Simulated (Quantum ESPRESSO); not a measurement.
# Magnetic state of CuF2 from several starts

A self-consistent run ends on one state, which hangs on the start. Several orders of CuF2 are started in Quantum ESPRESSO and their energies compared.

Program: Quantum ESPRESSO 7.5. Level of theory: LDA; plane waves with GBRV 1.5 LDA potentials, no spin-orbit coupling. Results are calculated unless marked as measured.

This is a report of a sequence of runs, with most program output left out.

## 1. The starting structure

Symmetry: P2_1/c, No. 14, monoclinic system. Conventional cell: a = 3.320 Å, b = 4.540 Å, c = 5.343 Å, α = 90.00°, β = 121.44°, γ = 90.00°. Nearest to Cu lie 6 F at 1.91 to 2.31 Å. Nearest to F lie 3 Cu at 1.91 to 2.31 Å. Farther neighbours and most contacts between anions are not listed.

The cell comes from the Crystallography Open Database.

## 2. Run 1 (ferro ++)

The signs are those of the starting moments on the seeded atoms, the atoms that are given a moment.

Contents of pw.in:

```
&CONTROL
  calculation = 'scf'
  prefix = 'pwscf'
  outdir = './tmp'
  pseudo_dir = './pseudo'
  disk_io = 'nowf'
/
&SYSTEM
  ibrav = 0
  celldm(1) = 8
  nat = 6
  ntyp = 2
  ecutwfc = 40
  ecutrho = 280
  nbnd = 45
  occupations = 'smearing'
  smearing = 'fd'
  degauss = 0.00367493
  nspin = 2
  starting_magnetization(1) = 0.0526
  starting_magnetization(2) = 0
/
&ELECTRONS
  conv_thr = 1.2d-08
  electron_maxstep = 150
  mixing_beta = 0.3
/
ATOMIC_SPECIES
Cu     63.5460 cu_lda_v1.2.uspp.F.UPF
F      18.9984 f_lda_v1.4.uspp.F.UPF
CELL_PARAMETERS alat
   0.7842363417197    0.0000000000000    0.0000000000000
   0.0000000000000    1.0724195757251    0.0000000000000
  -0.6583022279400    0.0000000000000    1.0768918614287
ATOMIC_POSITIONS crystal
Cu      0.0000000000    0.0000000000    0.0000000000
Cu      0.0000000000    0.5000000000    0.5000000000
F       0.2560000000    0.3000000000    0.3000000000
F       0.7440000000    0.8000000000    0.2000000000
F       0.7440000000    0.7000000000    0.7000000000
F       0.2560000000    0.2000000000    0.8000000000
K_POINTS automatic
8 4 4 0 0 0
```

The run is started by

```sh
$ OMP_NUM_THREADS=1 mpirun -n 4 pw.x -nk 4 -in pw.in > pw.out
```

The job ended after 59 s (4 MPI ranks of Arm Neoverse V2, shared host; peak memory 0.53 GiB).

Spin moment in the atom's sphere by atom:

```
atom  spin moment in the atom's sphere (μB)
 Cu1                                  0.368
 Cu2                                  0.368
  F3                                  0.066
  F4                                  0.066
  F5                                  0.066
  F6                                  0.066
```

Numbers from this step:

```yaml
smearing_term_ts: 0.03239 eV
magnetization: 1.007 μB
absolute_magnetization: 1.047 μB
final_state: ferromagnetic
```

## 3. Run 2, typed as antiferro +−

Edit pw.in of step 2 so:

```diff
@@ -11,6 +11,6 @@
   nat = 6
-  ntyp = 2
+  ntyp = 3
   ecutwfc = 40
   ecutrho = 280
-  nbnd = 45
+  nbnd = 44
   occupations = 'smearing'
@@ -20,3 +20,4 @@
   starting_magnetization(1) = 0.0526
-  starting_magnetization(2) = 0
+  starting_magnetization(2) = -0.0526
+  starting_magnetization(3) = 0
 /
@@ -28,3 +29,4 @@
 ATOMIC_SPECIES
-Cu     63.5460 cu_lda_v1.2.uspp.F.UPF
+Cu1    63.5460 cu_lda_v1.2.uspp.F.UPF
+Cu2    63.5460 cu_lda_v1.2.uspp.F.UPF
 F      18.9984 f_lda_v1.4.uspp.F.UPF
@@ -35,4 +37,4 @@
 ATOMIC_POSITIONS crystal
-Cu      0.0000000000    0.0000000000    0.0000000000
-Cu      0.0000000000    0.5000000000    0.5000000000
+Cu1     0.0000000000    0.0000000000    0.0000000000
+Cu2     0.0000000000    0.5000000000    0.5000000000
 F       0.2560000000    0.3000000000    0.3000000000
```

It took 56 s on 4 MPI ranks; peak memory 0.57 GiB.

Spin moment in the atom's sphere by atom:

```
atom  spin moment in the atom's sphere (μB)
 Cu1                                  0.491
 Cu2                                 -0.491
  F3                                 -0.003
  F4                                  0.003
  F5                                 -0.003
  F6                                  0.003
```

Numbers from this step:

* smearing term TS: 0.01536 eV
* magnetization: 0 μB
* absolute magnetization: 1.276 μB
* final state: antiferromagnetic

## 4. Run 3, typed as no spin polarisation

Edit pw.in of step 3 so:

```diff
@@ -11,3 +11,3 @@
   nat = 6
-  ntyp = 3
+  ntyp = 2
   ecutwfc = 40
@@ -18,6 +18,2 @@
   degauss = 0.00367493
-  nspin = 2
-  starting_magnetization(1) = 0.0526
-  starting_magnetization(2) = -0.0526
-  starting_magnetization(3) = 0
 /
@@ -29,4 +25,3 @@
 ATOMIC_SPECIES
-Cu1    63.5460 cu_lda_v1.2.uspp.F.UPF
-Cu2    63.5460 cu_lda_v1.2.uspp.F.UPF
+Cu     63.5460 cu_lda_v1.2.uspp.F.UPF
 F      18.9984 f_lda_v1.4.uspp.F.UPF
@@ -37,4 +32,4 @@
 ATOMIC_POSITIONS crystal
-Cu1     0.0000000000    0.0000000000    0.0000000000
-Cu2     0.0000000000    0.5000000000    0.5000000000
+Cu      0.0000000000    0.0000000000    0.0000000000
+Cu      0.0000000000    0.5000000000    0.5000000000
 F       0.2560000000    0.3000000000    0.3000000000
```

Wall time 18 s (4 MPI ranks); peak memory 0.42 GiB.

This step gave:

| Item | Value |
| --- | --- |
| smearing term TS | 0.04082 eV |
| final state | non-magnetic (no spin polarisation) |

## 5. Ranking

An order is kept where moments of 0.15 μB or more survive with the typed signs; meshes match where a doubled cell samples the same k points as the first cell.

Orders:

```
               start        final state  typed order kept  energy over the lowest (meV a seeded atom)  largest site moment (μB)  net moment (μB a cell of the first run)  mesh matched  CPU time (s)
            ferro ++      ferromagnetic               yes                                        19.6                    0.3684                                    1.007           yes         234.4
        antiferro +-  antiferromagnetic               yes                                           0                    0.4911                                        0           yes         223.6
no spin polarisation       non-magnetic                 -                                       25.06                         0                                        0           yes         70.15
```

## 6. Results

```json
{
  "lowest state found": "antiferromagnetic (from antiferro +-)",
  "largest site moment": "0.491 μB",
  "next state with moments": "ferromagnetic, 19.6 meV a seeded atom higher",
  "state without moments": "25.1 meV a seeded atom higher"
}
```

In words: At this level spin polarisation gains little. The smearing terms TS of the orders run from 7.7 to 16 meV a seeded atom, so the differences would change at a smaller width: an order with a larger TS is lowered more by the smearing. Only these 3 starts were compared; other wavevectors, canted and longer-period orders were not. No Hubbard term acts here. In such compounds local and semilocal functionals without one often delocalise the d electrons, and can shrink or lose moments and miss the size, sign and order of the couplings. The smearing term is large for its width, so states at the Fermi level are partly filled: at this level the cell is a metal or has a gap of a few widths at most. By charge balance Cu is d9; such ions mostly distort their surroundings (Jahn–Teller), and their compounds are mostly insulators, which a run without U in an unrelaxed cell can miss.

[Logs and program files are shortened in this print: banners, set-up blocks, solver, clock and traceback lines can be left out without a mark of their own.]

[Logs are printed without paths, hosts, clocks, repeated set-up lines and the standing remarks that a program may print on its own settings, such as how far it seeks lower states.]

[Hosts, paths, dates, database ids (printed as entryN), source tags and the programs' standing remarks are cut or masked in the printed files.]

[Where a cell is said to come from a database of computed structures, the database is the Materials Project.]
